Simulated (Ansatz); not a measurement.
Hf (P6_3/mmc): Drude plasma energy along x against volume

The cell of Hf (P6_3/mmc) is scaled evenly and the response computed anew at each volume, on one mesh. x, y and z are the Cartesian axes of the input cell.

It takes space group P6_3/mmc (No. 194, hexagonal). The conventional cell has a = 3.197 Å, b = 3.197 Å, c = 5.058 Å, α = 90.00°, β = 90.00°, γ = 120.00°. Around Hf on site c lie 12 Hf at 3.13 to 3.20 Å.

Method: Ansatz 0.2.0, PBEsol, independent particles, k-mesh 15×15×8 with interpolation inside its cells, Gaussian parameter 0.1 eV.

Launch of the response step: `ansatz run input.yaml --threads 4 --pin off --max-ram 8192MiB --backend cpu --events-out ev --progress --plain --runs-dir out`. The series took 10.8 min in all, on 4 threads of Intel(R) Xeon(R) Processor @ 2.50GHz (Skylake/Cascade Lake), on a shared host.

| V/V₀ | V (Å³, primitive cell) | Drude plasma energy along x (eV) |
| --- | --- | --- |
| 0.94 | 42.07 | 4.2604 |
| 0.96 | 42.97 | 4.2036 |
| 0.98 | 43.87 | 4.1494 |
| 1.00 | 44.76 | 4.0987 |
| 1.02 | 45.66 | ? |
| 1.04 | 46.55 | 4.0051 |
| 1.06 | 47.45 | 3.9608 |

For small changes the quantity should be close to linear in ln V.

Working, on the rows shown:

| x = ln(V/V₀) | y = Drude plasma energy along x |
| --- | --- |
| -0.0618754 | 4.2604 |
| -0.040822 | 4.2036 |
| -0.0202027 | 4.1494 |
| 0 | 4.0987 |
| 0.0392207 | 4.0051 |
| 0.0582689 | 3.9608 |

Means: x̄ = -0.0042351, ȳ = 4.113. Σ(x − x̄)(y − ȳ) = -0.02665, Σ(x − x̄)² = 0.01073. Slope = -0.02665 / 0.01073 = -2.484; intercept = ȳ − slope · x̄ = 4.1025. The line misses the rows shown by at most 0.0042 eV.

Question: Fill in the last column of the withheld row.

Answer: At x = 0.019803 the line gives y = 4.0533 eV. The run gave 4.0510 eV, so the interpolation is off by 0.0023 eV, 0.8 % of the range in the table.

Between the rows on either side of x = 0 the slope is (4.051 − 4.1494) / (0.019803 − (-0.020203)) = -2.46. So d ln ωp/d ln V = -0.60; free electrons would give −0.50. The values come from a sum over the points of one k-mesh and carry its error, which is largest for Fermi-surface quantities. Spin-orbit coupling is left out.
